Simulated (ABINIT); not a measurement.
## TiO2 (Rutile): G0W0 with ABINIT, start to end

How does a plane-wave GW calculation on TiO2 (Rutile) run from the first input to the gap?

Calculated with ABINIT 10.8.3; PBE and many-body steps on it, plane waves.

**The experiments to reproduce.**

- Gap 3.28 eV: optical bandgap after anatase to rutile transformation; spectroscopic ellipsometry; film (polycrystalline sol-gel film on Si(100), annealed at high temperature below 800 °C) (“Photocatalytic Performance of Sol-Gel Prepared TiO2 Thin Films Annealed at Various Temperatures”, 2023, pmc:10419699).

- Gap 3.03 eV: experimental band gap, quoted; bulk crystal (quoted in “Polaron-induced phonon localization and stiffening in rutile TiO2”, 2016, arxiv:1612.05679).

- Gap 3.09 ± 0.06 eV: optical gap from Tauc plot assuming indirect allowed transition; UV/vis diffuse reflectance, Kubelka-Munk and Tauc analysis; film (30 nm ALD shell on quartz particles, grown at 200 C, annealed in air at 500 C; rutile-rich with some anatase) on SiO2 (quartz particles) (“Defect-Mediated Crystallization of the Particulate TiO2 Photocatalyst Grown by Atomic Layer Deposition”, 2024, pmc:11726664).

- Gap 3.05 eV: band gap; bulk crystal (literature experimental value) (quoted in “Hydrogen related defects in titanium dioxide at the interface to palladium”, 2021, arxiv:2112.05953).

## Step 1: Set-up

The structure is tetragonal, space group P4_2/mnm (No. 136). The conventional cell has a = 4.592 Å, b = 4.592 Å, c = 2.957 Å, α = 90.00°, β = 90.00°, γ = 90.00°. Ti has 6 O at 1.95 to 1.98 Å nearest. Nearest to O lie 3 Ti at 1.95 to 1.98 Å. Farther neighbours and most contacts between anions are not listed.

The cell and positions come from the Crystallography Open Database and are kept as given unless a step says otherwise.

## Step 2: Ground state

This step: ABINIT 10.8.3; DFT, PBE, plane waves, norm-conserving pseudopotentials.

The ground-state density comes first.

Input file run.abi:

```
acell 3*1.0 Angstrom
rprim 
  4.592200000000 0.000000000000 0.000000000000
  0.000000000000 4.592200000000 0.000000000000
  0.000000000000 0.000000000000 2.957400000000
ntypat 2
znucl 22 8
natom 6
typat 1 1 2 2 2 2
xred 
  0.000000000000 0.000000000000 0.000000000000
  0.500000000000 0.500000000000 0.500000000000
  0.304960000000 0.304960000000 0.000000000000
  0.195040000000 0.804960000000 0.500000000000
  0.695040000000 0.695040000000 0.000000000000
  0.804960000000 0.195040000000 0.500000000000
pp_dirpath "pseudos"
pseudos "Ti.upf, O.upf"
ecut 38
ngkpt 4 4 8
nshiftk 1
shiftk 0 0 0
kptopt 1
chksymbreak 0
nband 31
occopt 1
tolvrs 1e-10
nstep 60
prtwf 0
indata_prefix "in"
outdata_prefix "out"
tmpdata_prefix "tmp"
```

The run is started by

```console
> OMP_NUM_THREADS=1 mpirun -n 4 abinit run.abi > log
```

Numbers of over 12 decimals in the logs are rounded to 6 here.

The log of the run:

```text
.Version 10.8.3 of ABINIT. v10.8.2 released Aug 2026.

 Symmetries : space group P4_2/m n m (#136); Bravais tP (primitive tetrag.)
================================================================================
 Values of the parameters that define the memory need of the present run
     intxc =       0    ionmov =       0      iscf =       7    lmnmax =       6
     lnmax =       6     mgfft =      50  mpssoang =       3    mqgrid =    3001
     natom =       6  nloc_mem =       1    nspden =       1   nspinor =       1
    nsppol =       1      nsym =      16    n1xccc =    2501    ntypat =       2
    occopt =       1   xclevel =       2
-    mband =          31        mffmem =           1         mkmem =           8
       mpw =        4726          nfft =       80000          nkpt =          30
================================================================================
  Rough estimation (10% accuracy) of disk space for files :
================================================================================

--------------------------------------------------------------------------------
------------- Echo of variables that govern the present computation ------------
--------------------------------------------------------------------------------
 -outvars: echo values of preprocessed input variables --------
            acell      1.8897261259E+00  1.8897261259E+00  1.8897261259E+00 Bohr

      chksymbreak           0
             ecut      3.80000000E+01 Hartree
-          fftalg         312

              ixc     -101130
              kpt      0.00000000E+00  0.00000000E+00  0.00000000E+00
                       2.50000000E-01  0.00000000E+00  0.00000000E+00
                       5.00000000E-01  0.00000000E+00  0.00000000E+00
                       2.50000000E-01  2.50000000E-01  0.00000000E+00
                       5.00000000E-01  2.50000000E-01  0.00000000E+00
                       5.00000000E-01  5.00000000E-01  0.00000000E+00
                       0.00000000E+00  0.00000000E+00  1.25000000E-01
                       2.50000000E-01  0.00000000E+00  1.25000000E-01
                       5.00000000E-01  0.00000000E+00  1.25000000E-01
   [... 19 further rows ...]
                       5.00000000E-01  2.50000000E-01  5.00000000E-01
                       5.00000000E-01  5.00000000E-01  5.00000000E-01
         kptrlatt        4    0    0      0    4    0      0    0    8
          kptrlen      3.47120013E+01
P           mkmem           8
            natom           6
            nband          31
            ngfft          50      50      32
             nkpt          30
            nstep          60
             nsym          16
           ntypat           2
              occ      2.000000  2.000000  2.000000  2.000000  2.000000  2.000000
                       2.000000  2.000000  2.000000  2.000000  2.000000  2.000000
                       2.000000  2.000000  2.000000  2.000000  2.000000  2.000000
                       2.000000  2.000000  2.000000  2.000000  2.000000  2.000000
                       0.000000  0.000000  0.000000  0.000000  0.000000  0.000000
                       0.000000
            prtwf           0
            rprim      4.5922000000E+00  0.0000000000E+00  0.0000000000E+00
[...]
spgroup         136

           tolvrs      1.00000000E-10

             xred      0.0000000000E+00  0.0000000000E+00  0.0000000000E+00
[...]
znucl       22.00000    8.00000

================================================================================

 chkinp: Checking input parameters for consistency.

================================================================================
== DATASET  1 ==================================================================
-   mpi_nproc: 4, omp_nthreads: 1 (-1 if OMP is not activated)

--- !DatasetInfo
iteration_state: {dtset: 1, }
dimensions: {natom: 6, nkpt: 30, mband: 31, nsppol: 1, nspinor: 1, nspden: 1, mpw: 4726, }
cutoff_energies: {ecut:  38.0, pawecutdg:  -1.0, }
electrons: {nelect:   4.80000000E+01, charge:   0.00000000E+00, occopt:   1.00000000E+00, tsmear:   1.00000000E-02, }

 Real(R)+Recip(G) space primitive vectors, cartesian coordinates (Bohr,Bohr^-1):
 R(1)=  8.6780003  0.0000000  0.0000000  G(1)=  0.1152339  0.0000000  0.0000000
 R(2)=  0.0000000  8.6780003  0.0000000  G(2)=  0.0000000  0.1152339  0.0000000
 R(3)=  0.0000000  0.0000000  5.5886760  G(3)=  0.0000000  0.0000000  0.1789333
 Unit cell volume ucvol=  4.2087028E+02 bohr^3
 Angles (23,13,12)=  9.00000000E+01  9.00000000E+01  9.00000000E+01 degrees

 getcut: wavevector=  0.0000  0.0000  0.0000  ngfft=  50  50  32
         ecut(hartree)=     38.000   => boxcut(ratio)=   2.06340

--- Pseudopotential description ------------------------------------------------
- Ti Generated using ONCVPSP code by D. R. Hamann
- 22.00000  12.00000  171031                  znucl, zion, pspdat
12 -101130 2 -1 1586                          pspcod,pspxc,lmax,lloc,mmax
     nproj     2     2     2
  pspatm : epsatm=   14.68144553
         --- l  ekb(1:nproj) -->
[...]
pspatm: atomic psp has been read  and splines computed

- O Generated using ONCVPSP code by D. R. Hamann
-  8.00000   6.00000  171031                  znucl, zion, pspdat
[...]
ETOT 12  -185.20999351226    -6.872E-10 4.657E-04 1.733E-08
 ETOT 13  -185.20999351229    -2.402E-11 8.106E-04 1.246E-08
 ETOT 14  -185.20999351229    -6.992E-12 4.243E-04 1.892E-10
 ETOT 15  -185.20999351229     4.377E-12 8.204E-04 1.068E-10
 ETOT 16  -185.20999351229     1.990E-13 4.645E-04 6.857E-12

 At SCF step   16       vres2   =  6.86E-12 < tolvrs=  1.00E-10 =>converged.

 Cartesian components of stress tensor (hartree/bohr^3)
  sigma(1 1)= -1.53689883E-04  sigma(3 2)=  0.00000000E+00
  sigma(2 2)= -1.53689883E-04  sigma(3 1)=  0.00000000E+00
  sigma(3 3)= -1.27535566E-04  sigma(2 1)=  0.00000000E+00

--- !ResultsGS
iteration_state: {dtset: 1, }
comment   : Summary of ground state results
lattice_vectors:
- [  8.6780003,   0.0000000,   0.0000000, ]
- [  0.0000000,   8.6780003,   0.0000000, ]
- [  0.0000000,   0.0000000,   5.5886760, ]
lattice_lengths: [   8.67800,    8.67800,    5.58868, ]
lattice_angles: [ 90.000,  90.000,  90.000, ] # degrees, (23, 13, 12)
lattice_volume:   4.2087028E+02
convergence: {deltae:  1.990E-13, res2:  6.857E-12, residm:  4.645E-04, diffor: null, }
etotal    :  -1.85209994E+02
entropy   :   0.00000000E+00
fermie    :   2.07992628E-01
cartesian_stress_tensor: # hartree/bohr^3
- [ -1.53689883E-04,   0.00000000E+00,   0.00000000E+00, ]
- [  0.00000000E+00,  -1.53689883E-04,   0.00000000E+00, ]
- [  0.00000000E+00,   0.00000000E+00,  -1.27535566E-04, ]
pressure_GPa:   4.2652E+00
xred      :
- [  0.0000E+00,   0.0000E+00,   0.0000E+00, Ti]
- [  5.0000E-01,   5.0000E-01,   5.0000E-01, Ti]
- [  3.0496E-01,   3.0496E-01,   0.0000E+00,  O]
- [  1.9504E-01,   8.0496E-01,   5.0000E-01,  O]
- [  6.9504E-01,   6.9504E-01,   0.0000E+00,  O]
- [  8.0496E-01,   1.9504E-01,   5.0000E-01,  O]
cartesian_forces: # hartree/bohr
- [  3.61400724E-20,  -0.00000000E+00,  -0.00000000E+00, ]
- [  3.61400724E-20,  -0.00000000E+00,  -0.00000000E+00, ]
- [ -1.19859199E-03,  -1.19859199E-03,  -0.00000000E+00, ]
- [  1.19859199E-03,  -1.19859199E-03,  -0.00000000E+00, ]
- [  1.19859199E-03,   1.19859199E-03,  -0.00000000E+00, ]
- [ -1.19859199E-03,   1.19859199E-03,  -0.00000000E+00, ]
force_length_stats: {min:   3.61400724E-20, max:   1.69506505E-03, mean:   1.13004337E-03, }

 Integrated electronic density in atomic spheres:
 ------------------------------------------------
 Atom  Sphere_radius  Integrated_density
[...]
================================================================================

 ----iterations are completed or convergence reached----

 Mean square residual over all n,k,spin=   13.560E-07; max=  46.447E-05
 reduced coordinates (array xred) for    6 atoms
[...]
0.500000000000      0.500000000000      0.500000000000
       0.304960000000      0.304960000000      0.000000000000
       0.195040000000      0.804960000000      0.500000000000
       0.695040000000      0.695040000000      0.000000000000
       0.804960000000      0.195040000000      0.500000000000
 rms dE/dt=  6.9343E-03; max dE/dt=  1.0401E-02; dE/dt below (all hartree)
    1       0.000000000000      0.000000000000      0.000000000000
    2       0.000000000000      0.000000000000      0.000000000000
    3       0.010401381691      0.010401381691      0.000000000000
    4      -0.010401381691      0.010401381691      0.000000000000
    5      -0.010401381691     -0.010401381691      0.000000000000
    6       0.010401381691     -0.010401381691      0.000000000000

 cartesian coordinates (angstrom) at end:
    1      0.000000     0.000000     0.000000
    2      2.296100     2.296100     1.478700
    3      1.400437     1.400437     0.000000
    4      0.895663     3.696537     1.478700
[...]
cartesian forces (hartree/bohr) at end:
[...]
frms,max,avg= 7.9906133E-04 1.1985920E-03   0.000E+00  0.000E+00  0.000E+00 h/b

 cartesian forces (eV/Angstrom) at end:
[...]
2      0.000000    -0.000000    -0.000000
    3     -0.061634    -0.061634    -0.000000
    4      0.061634    -0.061634    -0.000000
    5      0.061634     0.061634    -0.000000
    6     -0.061634     0.061634    -0.000000
 frms,max,avg= 4.1089386E-02 6.1634078E-02   0.000E+00  0.000E+00  0.000E+00 e/A
 length scales=  1.889726125908  1.889726125908  1.889726125908 bohr
              =  1.000000000000  1.000000000000  1.000000000000 angstroms
 prteigrs : about to open file out_EIG
 Fermi (or HOMO) energy (hartree) =   0.20799   Average Vxc (hartree)=  -0.42239
 Eigenvalues (hartree) for nkpt=  30  k points:
 kpt#   1, nband= 31, wtk=  0.00781, kpt=  0.0000  0.0000  0.0000 (reduced coord)
  -1.88167   -1.88104   -1.01196   -1.01196   -1.00585   -1.00585   -1.00431   -1.00306
  -0.45917   -0.41623   -0.38859   -0.38859   -0.00405    0.01113    0.02781    0.06715
   0.06715    0.11434    0.11434    0.13502    0.18181    0.19139    0.19139    0.20799
   0.27843    0.28955    0.29815    0.30160    0.30160    0.37163    0.37784
 prteigrs : prtvol=0 or 1, do not print more k-points.

--- !EnergyTerms
iteration_state     : {dtset: 1, }
comment             : Components of total free energy in Hartree
kinetic             :  9.00957221988340E+01
hartree             :  4.27092651039376E+01
xc                  : -3.41695358224524E+01
Ewald energy        : -1.32190796511257E+02
psp_core            :  6.17517158894087E+00
local_psp           : -1.49407088145651E+02
non_local_psp       : -8.42273192463967E+00
total_energy        : -1.85209993512287E+02
total_energy_eV     : -5.03982067007849E+03
band_energy         : -2.04926177772664E+01

 Cartesian components of stress tensor (hartree/bohr^3)
  sigma(1 1)= -1.53689883E-04  sigma(3 2)=  0.00000000E+00
  sigma(2 2)= -1.53689883E-04  sigma(3 1)=  0.00000000E+00
  sigma(3 3)= -1.27535566E-04  sigma(2 1)=  0.00000000E+00

-Cartesian components of stress tensor (GPa)         [Pressure=  4.2652E+00 GPa]
- sigma(1 1)= -4.52171248E+00  sigma(3 2)=  0.00000000E+00
- sigma(2 2)= -4.52171248E+00  sigma(3 1)=  0.00000000E+00
- sigma(3 3)= -3.75222590E+00  sigma(2 1)=  0.00000000E+00

== END DATASET(S) ==============================================================
================================================================================

 -outvars: echo values of variables after computation  --------
           etotal     -1.8520999351E+02
            nband          31
             nkpt          30
          spgroup         136
 [... the other variables as echoed above ...]

 Calculation completed.
```

Run time: 66 s. Hardware: 4 MPI ranks of Arm Neoverse V1, shared host; peak memory 0.35 GiB; 4.4 min of CPU time.

Numbers from this step:

```yaml
total_energy: -5039.8207 eV
gap: 1.917 eV
k_of_the_valence_top: 0, 0, 0
k_of_the_conduction_bottom: 0, 0, 0
least_direct_gap: 1.917 eV
pressure: 4.265 GPa
```

The gap is direct, at Γ.

The cutoff was set for levels, not for stress, so the pressure can be off by some GPa.

(Part 1 of 3 ends here.)

[Paths, hosts, dates, memory and timing lines, banners, echoed tables and standing remarks are left out of the program output.]

[Logs are printed without paths, hosts, clocks, repeated set-up lines and the standing remarks that a program may print on its own settings, such as how far it seeks lower states.]

[Runs of the session that timed out or met a known fault of the program may be left out.]

[Hosts, paths, dates, database ids (printed as entryN), source tags and the programs' standing remarks are cut or masked in the printed files.]

[G0W0 gaps are taken among the corrected bands and points alone; a level outside them can change the order at an edge.]

[Where Ansatz stands beside ABINIT at settings called matched, ABINIT's density can come from a denser mesh and the files from another edition; pairs whose starting gaps differed by over 0.03 eV were left out, so agreement reads better than it is.]
